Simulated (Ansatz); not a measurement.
# C4S5O (Pc): converging the G0W0 gap, part 2 of 2

Wanted: a G0W0 gap for C4S5O (Pc) that is converged in bands and cutoff, or an estimate of the limit.

Ansatz 0.2.0; G0W0 on PBE, plane waves, PAW; PAW set soft_1. Known limits of the many-body steps: not at the basis limit; coarse k mesh.

So far. Step 4 (977 empty bands, screening to 110 eV): Against the run with 4×2×2 mesh, 454 empty bands, screening to 66 eV, PAW set soft_1 files, the gap moves by +0.02 eV.

### Step 5. Changing the frequency model: 4×2×2 mesh, 977 empty bands, screening to 110 eV, plasmon pole, PAW set soft_1 files

A plasmon pole stands in for the full frequency dependence of the screening; this run shows what that costs in accuracy.

Contents of input.yaml:

```yaml
crystal:
  lattice:
    - [3.9638, 0.0, 0.0]
    - [0.0, 11.0211, 0.0]
    - [-2.2503537532, 0.0, 8.5408209769]
  atoms:
    - { symbol: C, position: [0.9954444397, 0.1796739709, 0.3639247569] }
    - { symbol: C, position: [0.9954444397, 0.8203260291, 0.8639247569] }
    - { symbol: C, position: [0.4303161322, 0.201707041, 0.6372972353] }
    - { symbol: C, position: [0.4303161322, 0.798292959, 0.1372972353] }
    - { symbol: C, position: [0.7934383888, 0.3409955639, 0.8579692616] }
    - { symbol: C, position: [0.7934383888, 0.6590044361, 0.3579692616] }
    - { symbol: C, position: [0.3676703384, 0.3173331213, 0.5811982461] }
    - { symbol: C, position: [0.3676703384, 0.6826668787, 0.0811982461] }
    - { symbol: S, position: [0.7175656305, 0.1290236316, 0.2041229421] }
    - { symbol: S, position: [0.7175656305, 0.8709763684, 0.7041229421] }
    - { symbol: S, position: [0.2162793335, 0.0863359043, 0.5167550488] }
    - { symbol: S, position: [0.2162793335, 0.9136640957, 0.0167550488] }
    - { symbol: S, position: [0.7019628428, 0.181898402, 0.8234195846] }
    - { symbol: S, position: [0.7019628428, 0.818101598, 0.3234195846] }
    - { symbol: S, position: [0.0945683707, 0.3332646569, 0.3947420537] }
    - { symbol: S, position: [0.0945683707, 0.6667353431, 0.8947420537] }
    - { symbol: S, position: [0.5678526524, 0.4359530879, 0.6984529155] }
    - { symbol: S, position: [0.5678526524, 0.5640469121, 0.1984529155] }
    - { symbol: O, position: [-0.010268129, 0.3802644671, 0.9759479553] }
    - { symbol: O, position: [-0.010268129, 0.6197355329, 0.4759479553] }
kpoints:
  mp_grid: { grid: [4, 2, 2] }
hamiltonian:
  xc: pbe
  pseudopotentials: { kind: paw, azcp: { folder: soft_1 } }
scf:
  occupations: { method: fixed }
gw:
  n_empty_bands: 977
  ecut_chi: 110.0
  qp_bands: [v4, c4]
  qp_kpoints: band_edges
  screening: { model: godby_needs }
```

On the command line:

```sh
ansatz run input.yaml --threads 2 --pin off --max-ram 92160MiB --backend cuda --events-out ev --progress --plain --runs-dir out --devices 1 --max-vram 13GiB
```

Numbers of over 12 decimals in the logs are rounded to 6 here.

The program printed:

```text
GPUs: using 1 of 1 available (devices: 1).
[...]
GPU FFT provider: cuFFT
GPU libraries: cuBLAS 13.8.2, cuFFT 12.4.0, cuSOLVER 12.3.4
Crystal: 20 atoms, lattice volume = 373.109 Å³
Basis set: ecut = 420 eV, 7335 PW (Γ)
Bands: 72, of which v1, the nominal top of the filled ones, is band 52 counted from 1 (51 counted from 0)
Symmetry: 2 space group operations
[...]
k-points: 12 of 16 (time reversal used)
[...]
0    56      6.3897    -9.0757    -4.2569   -14.4731  0.7905     7.5395     7.5301  root
[...]
11    53      5.4066    -9.3911    -3.4170   -13.6586  0.7826     6.2611     6.2571  root
    11    54      5.4066    -9.3911    -3.4170   -13.6586  0.7826     6.2611     6.2571  root
    11    55      6.1303    -9.6487    -3.8357   -14.6347  0.7841     7.2894     7.2806  root
    11    56      6.1303    -9.6487    -3.8357   -14.6347  0.7841     7.2894     7.2806  root
[key lines of the parts left out:]
SCF converged after 12 iterations
Free energy (F): -12155.921767 eV
Fermi energy:    3.446139 eV
```

Wall time 2.7 min (1 × NVIDIA H100 80GB HBM3 (shared by 6 runs) with 2 threads of AMD EPYC 7R13 (Zen 3), shared host); peak memory 5.4 GiB.

This step gave:

```
bands summed                                 : 1029
plasmon-pole fit frequency                   : 19.60 eV
RPA ε∞ on this mesh (eigenvalues)            : 2.528, 4.093, 5.150
plane waves in the screening matrix          : 983
G0W0 gap on the mesh                         : 3.064 eV
k of the valence top                         : -0.5, -0.5, 0
k of the conduction bottom                   : -0.5, 0, 0
starting gap on the mesh                     : 1.582 eV
least direct G0W0 gap on the computed points : 3.144 eV
```

Against the run with 4×2×2 mesh, 977 empty bands, screening to 110 eV, PAW set soft_1 files, the gap moves by +0.07 eV.

### Step 6. Changing the files and raising the bands: 4×2×2 mesh, 1448 empty bands, screening to 143 eV, hard PAW files

Other atomic data (hard PAW) test the pseudisation: the cutoff goes from 420 to 930 eV, with the same valence electrons. Bands and screening cutoff change too, so the step is no clean test of the files.

This step: G0W0 on PBE, plane waves, PAW.

Edit input.yaml of step 5 so:

```diff
@@ -30,3 +30,3 @@
   xc: pbe
-  pseudopotentials: { kind: paw, azcp: { folder: soft_1 } }
+  pseudopotentials: { kind: paw, source: ansatz }
 scf:
@@ -34,6 +34,6 @@
 gw:
-  n_empty_bands: 977
-  ecut_chi: 110.0
+  n_empty_bands: 1448
+  ecut_chi: 143.0
   qp_bands: [v4, c4]
   qp_kpoints: band_edges
-  screening: { model: godby_needs }
+  screening: { model: contour_deformation }
```

The program printed:

```text
GPUs: using 1 of 1 available (devices: 1).
[...]
GPU FFT provider: cuFFT
GPU libraries: cuBLAS 13.8.2, cuFFT 12.4.0, cuSOLVER 12.3.4
Crystal: 20 atoms, lattice volume = 373.109 Å³
Basis set: ecut = 930 eV, 23979 PW (Γ)
Bands: 72, of which v1, the nominal top of the filled ones, is band 52 counted from 1 (51 counted from 0)
Symmetry: 2 space group operations
[...]
k-points: 12 of 16 (time reversal used)
[...]
0    56      6.4105    -9.0800    -4.4620   -14.4815  0.7586     7.3754     7.3501  root
[...]
11    53      5.4297    -9.3958    -3.6285   -13.6627  0.7481     6.0777     6.0680  root
    11    54      5.4297    -9.3958    -3.6285   -13.6627  0.7481     6.0777     6.0680  root
    11    55      6.1543    -9.6412    -4.0792   -14.6245  0.7474     7.0827     7.0583  root
    11    56      6.1543    -9.6412    -4.0792   -14.6245  0.7474     7.0827     7.0583  root
[key lines of the parts left out:]
SCF converged after 12 iterations
Free energy (F): -12155.531541 eV
Fermi energy:    3.469355 eV
```

Elapsed: 4.1 min, on 1 × NVIDIA H100 80GB HBM3 (shared by 6 runs) with 2 threads; peak memory 12 GiB.

Numbers from this step:

- bands summed: 1500
- RPA ε∞ on this mesh (eigenvalues): 2.528, 4.085, 5.140
- plane waves in the screening matrix: 1437
- G0W0 gap on the mesh: 3.003 eV
- k of the valence top: -0.5, -0.5, 0
- k of the conduction bottom: -0.5, 0, 0
- starting gap on the mesh: 1.582 eV
- least direct G0W0 gap on the computed points: 3.077 eV

Against the run with 4×2×2 mesh, 977 empty bands, screening to 110 eV, PAW set soft_1 files, the gap moves by +0.011 eV.

### Step 7. Side by side

Times are wall times on 1 × NVIDIA H100 80GB HBM3 (shared by 6 runs) with 2 threads of AMD EPYC 7R13 (Zen 3), shared host, good to a factor of about two.

```tsv
mesh	files	frequency	bands summed	cutoff (eV)	start (eV)	G0W0 (eV)	time	host memory (GiB)
4×2×2	PAW set soft_1	contour deformation	212	33	1.582	2.972	20 s	1.5
4×2×2	PAW set soft_1	contour deformation	506	66	1.582	2.969	60 s	2.3
4×2×2	PAW set soft_1	contour deformation	1029	110	1.582	2.992	2 min	4.4
4×2×2	PAW set soft_1	plasmon pole	1029	110	1.582	3.064	2.7 min	5.4
4×2×2	hard PAW	contour deformation	1500	143	1.582	3.003	4.1 min	12
```

The parts of the quasiparticle energy at the two band edges (eV; QP = start + Σx + Σc − Vxc):

```tsv
run	edge	start	Σx	Σc	Vxc	Z	QP
212 bands	valence top	3.45	-17.13	1.91	-15.17	0.77	3.40
212 bands	conduction bottom	5.03	-9.15	-2.72	-13.22	0.77	6.37
506 bands	valence top	3.45	-17.13	1.53	-15.17	0.75	3.02
506 bands	conduction bottom	5.03	-9.15	-3.11	-13.22	0.76	5.99
1029 bands	valence top	3.45	-17.13	1.26	-15.17	0.75	2.75
1029 bands	conduction bottom	5.03	-9.15	-3.35	-13.22	0.76	5.74
```

### Step 8. Outcome

| Property | Result |
| --- | --- |
| 212 bands, 33 eV | 2.972 eV |
| 506 bands, 66 eV | 2.969 eV |
| 1029 bands, 110 eV | 2.992 eV |
| mesh and start | 4×2×2, PBE |

What this shows: From 212 to 1029 bands the gap moves by +0.02 eV while the time grows 5.9-fold. Σc changes by −0.65 eV at the valence top and −0.63 eV at the conduction bottom, so the levels themselves move more than the gap between them. The gap turns back along the series, so no limit is drawn from it. The plasmon-pole model gives +0.07 eV against contour deformation, 5 % of the correction, and saved no time in this program. With hard PAW files and 1500 bands the gap is 3.00 eV. The 4×2×2 mesh is coarse for this cell (its supercell is 16 Å along the shortest edge). The RPA ε∞ on it, from the PBE start, is 2.53, 4.09 and 5.15; such meshes misread the long-range screening, most where the gap is narrow.

[Paths, hosts, dates, memory and timing lines, banners, echoed tables and standing remarks are left out of the program output.]

[Logs are printed without paths, hosts, clocks, repeated set-up lines and the standing remarks that a program may print on its own settings, such as how far it seeks lower states.]

[Runs of the session that timed out or met a known fault of the program may be left out.]

[Cells called generated may have been cut or substituted from an entry of the Crystallography Open Database or the Materials Project.]

[Hosts, paths, dates, database ids (printed as entryN), source tags and the programs' standing remarks are cut or masked in the printed files.]
